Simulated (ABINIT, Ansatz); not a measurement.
# Lattice dynamics of DyAl (Pm-3m) in two programs, part 2 of 4

Aim: the phonon dispersion of DyAl (Pm-3m), checked by a second program.

ABINIT 10.8.3; DFT PBEsol, scalar-relativistic, plane waves, PseudoDojo norm-conserving, 4f in core pseudopotentials (the lanthanide files made for PBE).

So far. Step 3 (Relaxation): The volume changes by -2.9 % in this run and stands -2.9 % from the first cell. Step 4 (Ground state): The cell stands at -1.2 GPa: the relaxation ran with a smoothed and higher cutoff, and the difference is a stress of the finite basis. The relaxed cell has a = 3.549 Å (conventional setting).

### Step 5. Linear response at Γ

At q = 0 one unit cell holds all displacements. The response is solved for single atoms along the cell's directions, and symmetry skips those that follow from others. The crystal is treated as a metal, which screens a static field, so no field response is asked.

The input, dfpt_gamma.abi:

```

# common to the responses
getwfk_filepath "gso_WFK"
kptopt 2
nqpt 1
qpt 0.0 0.0 0.0
asr 0
chneut 0

# displacements
rfphon 1
rfatpol 1 2
rfdir 1 1 1
tolvrs 1.0d-10
prtwf 0
prtpot 1

# basis, mesh and filling
ecut 19.0
ixc -116133
ngkpt 8 8 8
nshiftk 1
shiftk 0.0 0.0 0.0
istwfk *1
occopt 6
tsmear 0.01
nband 13
nstep 100
diemac 1000000.0
prtebands 0
prtgsr 0
useylm 1

# cell and atoms
acell 6.705891395 6.705891395 6.705891395
rprim 
    1.0 0.0 0.0
    0.0 1.0 0.0
    0.0 0.0 1.0
ntypat 2
znucl 66 13
natom 2
typat 1 2
xred 
    0.5 0.5 0.5
    0.0 0.0 0.0
pp_dirpath "./pseudo"
pseudos "Dy.upf, Al.upf"
```

Started as:

```console
> OMP_NUM_THREADS=1 mpirun -n 4 abinit dfpt_gamma.abi > dfpt_gamma.log
```

Numbers of over 12 decimals in the logs are rounded to 6 here.

dfpt_gamma.abo, the main output file:

```text
[banners, grids, parts of the stress and lines that vanish by symmetry left out]
- input  file    -> dfpt_gamma.abi
- output file    -> dfpt_gamma.abo
- root for input  files -> dfpt_gammai
- root for output files -> dfpt_gammao

 Symmetries : space group Pm -3 m (#221); Bravais cP (primitive cubic)
================================================================================
 Values of the parameters that define the memory need of the present run (RF).
     intxc =       0      iscf =       7    lmnmax =      25     lnmax =       7
     mgfft =      30  mpssoang =       4    mqgrid =    3001     natom =       2
  nloc_mem =       1    nspden =       1   nspinor =       1    nsppol =       1
      nsym =      48    n1xccc =    2501    ntypat =       2    occopt =       6
   xclevel =       2
-    mband =          13        mffmem =           1         mkmem =          65
-   mkqmem =          65        mk1mem =          65           mpw =        1222
      nfft =       27000          nkpt =         260
- my_mband =          13
================================================================================
================================================================================

--------------------------------------------------------------------------------
------------- Echo of variables that govern the present computation ------------
--------------------------------------------------------------------------------
-
- outvars: echo of selected default values
-   iomode0 =  0 , fftalg0 =312 , wfoptalg0 =  0
-
- outvars: echo of global parameters not present in the input file
-  max_nthreads =    1
-
 -outvars: echo values of preprocessed input variables
 [... echo left out ...]
================================================================================

 chkinp: Checking input parameters for consistency.

[...]
== DATASET  1 ==================================================================
-   mpi_nproc: 4, omp_nthreads: 1 (-1 if OMP is not activated)

--- !DatasetInfo
iteration_state: {dtset: 1, }
dimensions: {natom: 2, nkpt: 260, mband: 13, nsppol: 1, nspinor: 1, nspden: 1, mpw: 1222, }
cutoff_energies: {ecut:  19.0, pawecutdg:  -1.0, }
electrons: {nelect:   1.40000000E+01, charge:   0.00000000E+00, occopt:   6.00000000E+00, tsmear:   1.00000000E-02, }
meta: {optdriver: 1, rfphon: 1, }
...

 mkfilename: getwfk from: gso_WFK

 Real(R)+Recip(G) space primitive vectors, cartesian coordinates (Bohr,Bohr^-1):
 R(1)=  6.7058914  0.0000000  0.0000000  G(1)=  0.1491226  0.0000000  0.0000000
 R(2)=  0.0000000  6.7058914  0.0000000  G(2)=  0.0000000  0.1491226  0.0000000
 R(3)=  0.0000000  0.0000000  6.7058914  G(3)=  0.0000000  0.0000000  0.1491226
 Unit cell volume ucvol=  3.0155709E+02 bohr^3
 Angles (23,13,12)=  9.00000000E+01  9.00000000E+01  9.00000000E+01 degrees
 setup1 : take into account q-point for computing boxcut.

 getcut: wavevector=  0.0000  0.0000  0.0000  ngfft=  30  30  30
         ecut(hartree)=     19.000   => boxcut(ratio)=   2.27994

 getcut : COMMENT -
  Note that boxcut > 2.2 ; recall that boxcut=Gcut(box)/Gcut(sphere) = 2
  is sufficient for exact treatment of convolution.
  Such a large boxcut is a waste : you could raise ecut
  e.g. ecut=   24.691032 Hartrees makes boxcut=2

--- Pseudopotential description ------------------------------------------------
- pspini: atom type   1  psp file is ./pseudo/Dy.upf

- pspini: atom type   2  psp file is ./pseudo/Al.upf

   4.05125401E+02                                ecore*ucvol(ha*bohr**3)
--------------------------------------------------------------------------------

 ==>  initialize data related to q vector <==

 The list of irreducible perturbations for this q vector is:
    1)    idir= 1    ipert=   1
    2)    idir= 1    ipert=   2

[...]
The perturbation idir=   2  ipert=   1 is
 symmetric of a previously calculated perturbation.
 So, its SCF calculation is not needed.

 The perturbation idir=   3  ipert=   1 is
 symmetric of a previously calculated perturbation.
 So, its SCF calculation is not needed.

 The perturbation idir=   2  ipert=   2 is
 symmetric of a previously calculated perturbation.
 So, its SCF calculation is not needed.

 The perturbation idir=   3  ipert=   2 is
 symmetric of a previously calculated perturbation.
 So, its SCF calculation is not needed.

--------------------------------------------------------------------------------
 Perturbation wavevector (in red.coord.)   0.000000  0.000000  0.000000
 Perturbation : displacement of atom   1   along direction   1
 Found     8 symmetries that leave the perturbation invariant.

[...]
dfpt_looppert : total number of electrons, from k and k+q
  fully or partially occupied states are    1.400000E+01 and    1.400000E+01.
 Initialisation of the first-order wave-functions :
  ireadwf=   0

--- !BeginCycle
iteration_state: {dtset: 1, }
solver: {iscf: 7, nstep: 100, nline: 4, wfoptalg: 0, }
tolerances: {tolvrs: 1.00E-10, }
...

     iter   2DEtotal(Ha)        deltaE(Ha) residm    vres2
-ETOT  1   2.579579     -9.727E+02 2.798E+00 5.419E+02
 ETOT  2   2.025784     -5.538E-01 5.232E-02 1.343E+00
 ETOT  3   2.024956     -8.278E-04 5.365E-03 4.957E-02
 ETOT  4   2.024908     -4.764E-05 2.721E-03 3.610E-03
 ETOT  5   2.024906     -2.422E-06 1.059E-04 1.679E-05
[...]
At SCF step    8       vres2   =  8.58E-13 < tolvrs=  1.00E-10 =>converged.
[...]
Mean square residual over all n,k,spin=   16.133E-09; max=  12.900E-06

 Thirteen components of 2nd-order total energy (hartree) are
 1,2,3: 0th-order hamiltonian combined with 1st-order wavefunctions
     kin0=   5.72476039E+02 eigvalue=   9.82423926E+01  local=  -3.16127334E+02
 4,5,6: 1st-order hamiltonian combined with 1st and 0th-order wfs
 loc psp =  -1.38196884E+03  Hartree=   3.44807481E+02     xc=  -7.93202384E+01
 note that "loc psp" includes a xc core correction that could be resolved
 7,8,9: eventually, occupation + non-local contributions
    edocc=   1.76669007E+02     enl0=   1.76517492E+02   enl1=  -5.64560843E+02
 1-9 gives the relaxation energy (to be shifted if some occ is /=2.0)
   erelax=  -9.73264839E+02
 10,11,12 Non-relaxation  contributions : frozen-wavefunctions and Ewald
 fr.local=   6.52495412E+02 fr.nonlo=   2.83085228E+02  Ewald=   2.06132293E+01
 13,14 Frozen wf xc core corrections (1) and (2)
 frxc 1  =  -1.35486713E+02  frxc 2 =   1.54582590E+02
 Resulting in :
 2DEtotal=    0.2024905737E+01 Ha. Also 2DEtotal=    0.551004921239E+02 eV
    (2DErelax=   -9.7326483919E+02 Ha. 2DEnonrelax=    9.7528974492E+02 Ha)
    (  non-var. 2DEtotal :    2.0249058300E+00 Ha)

[...]
Perturbation wavevector (in red.coord.)   0.000000  0.000000  0.000000
 Perturbation : displacement of atom   2   along direction   1
 Found     8 symmetries that leave the perturbation invariant.

--------------------------------------------------------------------------------

--------------------------------------------------------------------------------

 dfpt_looppert : total number of electrons, from k and k+q
  fully or partially occupied states are    1.400000E+01 and    1.400000E+01.
 Initialisation of the first-order wave-functions :
  ireadwf=   0

--- !BeginCycle
iteration_state: {dtset: 1, }
solver: {iscf: 7, nstep: 100, nline: 4, wfoptalg: 0, }
tolerances: {tolvrs: 1.00E-10, }
...

     iter   2DEtotal(Ha)        deltaE(Ha) residm    vres2
-ETOT  1   2.342697     -2.524E+01 3.753E-01 5.810E+02
[...]
ETOT  7   2.027329     -1.367E-11 8.724E-06 1.554E-10
 ETOT  8   2.027329     -1.030E-13 4.352E-06 6.359E-13

 At SCF step    8       vres2   =  6.36E-13 < tolvrs=  1.00E-10 =>converged.
[...]
Mean square residual over all n,k,spin=   53.100E-10; max=  43.515E-07

 Thirteen components of 2nd-order total energy (hartree) are
 1,2,3: 0th-order hamiltonian combined with 1st-order wavefunctions
     kin0=   2.05894645E+01 eigvalue=  -1.64846380E+00  local=  -1.38323188E+01
 4,5,6: 1st-order hamiltonian combined with 1st and 0th-order wfs
 loc psp =  -1.83143602E+00  Hartree=   4.96794687E+00     xc=  -2.10223895E+00
 note that "loc psp" includes a xc core correction that could be resolved
 7,8,9: eventually, occupation + non-local contributions
    edocc=   2.20882215E+00     enl0=   1.53731226E+01   enl1=  -4.92812331E+01
 1-9 gives the relaxation energy (to be shifted if some occ is /=2.0)
   erelax=  -2.55563346E+01
 10,11,12 Non-relaxation  contributions : frozen-wavefunctions and Ewald
 fr.local=  -2.26001555E+01 fr.nonlo=   3.03858773E+01  Ewald=   2.06132293E+01
 13,14 Frozen wf xc core corrections (1) and (2)
 frxc 1  =  -3.70089987E+00  frxc 2 =   2.88561215E+00
 Resulting in :
 2DEtotal=    0.2027328749E+01 Ha. Also 2DEtotal=    0.551664256452E+02 eV
    (2DErelax=   -2.5556334588E+01 Ha. 2DEnonrelax=    2.7583663337E+01 Ha)
    (  non-var. 2DEtotal :    2.0273287672E+00 Ha)

[...]
---- first-order wavefunction calculations are completed ----

 ==> Compute Derivative Database <==

 [... matrices left out ...]
  Phonon wavevector (reduced coordinates) :  0.00000  0.00000  0.00000
 Phonon energies in Hartree :
  -1.321699E-05 -1.321699E-05 -1.321699E-05  1.033826E-03  1.033826E-03
   1.033826E-03
 Phonon frequencies in cm-1    :
- -2.900794E+00 -2.900794E+00 -2.900794E+00  2.268986E+02  2.268986E+02
-  2.268986E+02

== END DATASET(S) ==============================================================
================================================================================

 -outvars: echo values of variables after computation
            acell      6.7058913950E+00  6.7058913950E+00  6.7058913950E+00 Bohr
           etotal      2.0273287493E+00
            fcart      0.0000000000E+00  0.0000000000E+00  0.0000000000E+00
           strten      0.0000000000E+00  0.0000000000E+00  0.0000000000E+00
================================================================================
```

The job ended after 16 s (4 MPI ranks of Arm Neoverse V2, shared host; 63 s of CPU time).

Read from the output:

| Property | Result |
| --- | --- |
| largest acoustic frequency at the zone centre before the sum rule | -2.9 cm⁻¹ |
| highest optical zone-centre mode (no LO-TO term) | 226.9 cm⁻¹ |
| lowest optical zone-centre mode | 226.9 cm⁻¹ |

The acoustic modes at Γ come out as far as 2.9 cm⁻¹ from zero, where they should vanish, a small numerical error.

### Step 6. Linear response on the mesh

Linear response treats each wavevector of the 2×2×2 mesh in the unit cell; the first-order potentials are kept for the electron-phonon matrix elements.

The input, dfpt_q.abi:

```
ndtset 3

# wavevectors
qpt1 0.5 0.0 0.0
qpt2 0.5 0.5 0.0
qpt3 0.5 0.5 0.5

# displacements
getwfk_filepath "gso_WFK"
getwfq_filepath "gso_WFK"
kptopt 3
nqpt 1
rfphon 1
rfatpol 1 2
rfdir 1 1 1
tolvrs 1.0d-10
prtwf 0
prtpot 1

# basis, mesh and filling
ecut 19.0
ixc -116133
ngkpt 8 8 8
nshiftk 1
shiftk 0.0 0.0 0.0
istwfk *1
occopt 6
tsmear 0.01
nband 13
nstep 100
diemac 1000000.0
prtebands 0
prtgsr 0
useylm 1

# cell and atoms
acell 6.705891395 6.705891395 6.705891395
rprim 
    1.0 0.0 0.0
    0.0 1.0 0.0
    0.0 0.0 1.0
ntypat 2
znucl 66 13
natom 2
typat 1 2
xred 
    0.5 0.5 0.5
    0.0 0.0 0.0
pp_dirpath "./pseudo"
pseudos "Dy.upf, Al.upf"
```

Started as:

```console
> OMP_NUM_THREADS=1 mpirun -n 4 abinit dfpt_q.abi > dfpt_q.log
```

dfpt_q.abo, the main output file:

```text
[banners, grids, parts of the stress and lines that vanish by symmetry left out]
- input  file    -> dfpt_q.abi
- output file    -> dfpt_q.abo
- root for input  files -> dfpt_qi
[...]
DATASET    1 : space group Pm -3 m (#221); Bravais cP (primitive cubic)
[...]
nfft =       27000          nkpt =         512
[...]
DATASET    2 : space group Pm -3 m (#221); Bravais cP (primitive cubic)
[...]
nfft =       27000          nkpt =         512
[...]
DATASET    3 : space group Pm -3 m (#221); Bravais cP (primitive cubic)
[...]
nfft =       27000          nkpt =         512
[...]
== DATASET  1 ==================================================================
[...]
cutoff_energies: {ecut:  19.0, pawecutdg:  -1.0, }
[...]
Perturbation : displacement of atom   1   along direction   1
[...]
-ETOT  1   10.706282350408     -1.215E+03 2.916E+00 3.454E+04
 ETOT  2   4.616407     -6.090E+00 2.286E-01 2.469E+02
 ETOT  3   4.566701     -4.971E-02 3.195E-03 6.126E+00
 ETOT  4   4.565396     -1.305E-03 1.919E-03 3.377E-02
 ETOT  5   4.565363     -3.274E-05 6.486E-05 1.892E-04
[...]
At SCF step    9       vres2   =  3.90E-11 < tolvrs=  1.00E-10 =>converged.
[...]
Perturbation : displacement of atom   1   along direction   2
[...]
-ETOT  1   2.352165     -9.611E+02 2.793E+00 9.144E+01
[...]
At SCF step    9       vres2   =  1.00E-12 < tolvrs=  1.00E-10 =>converged.
[...]
Perturbation : displacement of atom   2   along direction   1
[...]
-ETOT  1   16.178724530747     -3.003E+01 2.779E+00 7.347E+04
[...]
At SCF step   10       vres2   =  7.72E-12 < tolvrs=  1.00E-10 =>converged.
[...]
Perturbation : displacement of atom   2   along direction   2
[...]
-ETOT  1   2.481868     -2.422E+01 8.879E-01 2.378E+02
[...]
At SCF step    8       vres2   =  5.21E-12 < tolvrs=  1.00E-10 =>converged.
[...]
Phonon wavevector (reduced coordinates) :  0.50000  0.00000  0.00000
 Phonon energies in Hartree :
[...]
Phonon frequencies in cm-1    :
-  8.590554E+01  8.590554E+01  1.284868E+02  2.251410E+02  2.251410E+02
-  2.282883E+02
[...]
== DATASET  2 ==================================================================
[...]
cutoff_energies: {ecut:  19.0, pawecutdg:  -1.0, }
[...]
Perturbation : displacement of atom   1   along direction   1
[...]
-ETOT  1   6.618043     -1.093E+03 3.914E+00 5.966E+03
[...]
Perturbation : displacement of atom   1   along direction   3
[...]
-ETOT  1   1.763468     -9.525E+02 2.789E+00 6.829E+01
[...]
Perturbation : displacement of atom   2   along direction   1
[...]
-ETOT  1   3.281935     -3.352E+01 3.630E-01 2.795E+03
[...]
Perturbation : displacement of atom   2   along direction   3
[...]
-ETOT  1   2.734181     -2.329E+01 1.113E+00 4.845E+01
[...]
Phonon wavevector (reduced coordinates) :  0.50000  0.50000  0.00000
 Phonon energies in Hartree :
[...]
Phonon frequencies in cm-1    :
-  2.727176E+01  2.727176E+01  7.295650E+01  2.425579E+02  2.608992E+02
-  2.608992E+02
[...]
== DATASET  3 ==================================================================
[...]
cutoff_energies: {ecut:  19.0, pawecutdg:  -1.0, }
[...]
Perturbation : displacement of atom   1   along direction   1
[...]
-ETOT  1   5.794964     -1.045E+03 2.511E+00 3.101E+03
[...]
At SCF step    8       vres2   =  1.28E-11 < tolvrs=  1.00E-10 =>converged.
[...]
Perturbation : displacement of atom   2   along direction   1
[...]
-ETOT  1   3.259643     -2.995E+01 1.878E+00 1.377E+02
[...]
ETOT  6   3.204714     -6.031E-10 2.023E-05 4.187E-09
 ETOT  7   3.204714     -1.403E-12 1.690E-06 6.892E-11
 At SCF step    7       vres2   =  6.89E-11 < tolvrs=  1.00E-10 =>converged.
[...]
Phonon wavevector (reduced coordinates) :  0.50000  0.50000  0.50000
 Phonon energies in Hartree :
[...]
Phonon frequencies in cm-1    :
-  1.227549E+02  1.227549E+02  1.227549E+02  2.641855E+02  2.641855E+02
-  2.641855E+02
[...]
strten2     0.0000000000E+00  0.0000000000E+00  0.0000000000E+00
           strten3     0.0000000000E+00  0.0000000000E+00  0.0000000000E+00
================================================================================
```

Run time: 4.1 min. Hardware: 4 MPI ranks; 17 min of CPU time.

Numbers from this step:

```
lowest mode on the q mesh (acoustic ones at the zone centre apart) : 27.27 cm⁻¹
```

Frequencies (cm⁻¹) before the sum rule at the irreducible wavevectors but Γ, which is solved apart; negative means imaginary. Frequencies by wavevector:

```csv
q (fractions),star,mode 1,mode 2,mode 3,mode 4,mode 5,mode 6
0.5 0 0,3,85.91,85.91,128.5,225.1,225.1,228.3
0.5 0.5 0,3,27.27,27.27,72.96,242.6,260.9,260.9
0.5 0.5 0.5,1,122.8,122.8,122.8,264.2,264.2,264.2
```

[end of part 2 of 4]

[Host names and launcher messages were left out of these logs when they were recorded.]

[Logs are printed without paths, hosts, clocks, repeated set-up lines and the standing remarks that a program may print on its own settings, such as how far it seeks lower states.]

[Hosts, paths, dates, database ids (printed as entryN), source tags and the programs' standing remarks are cut or masked in the printed files.]
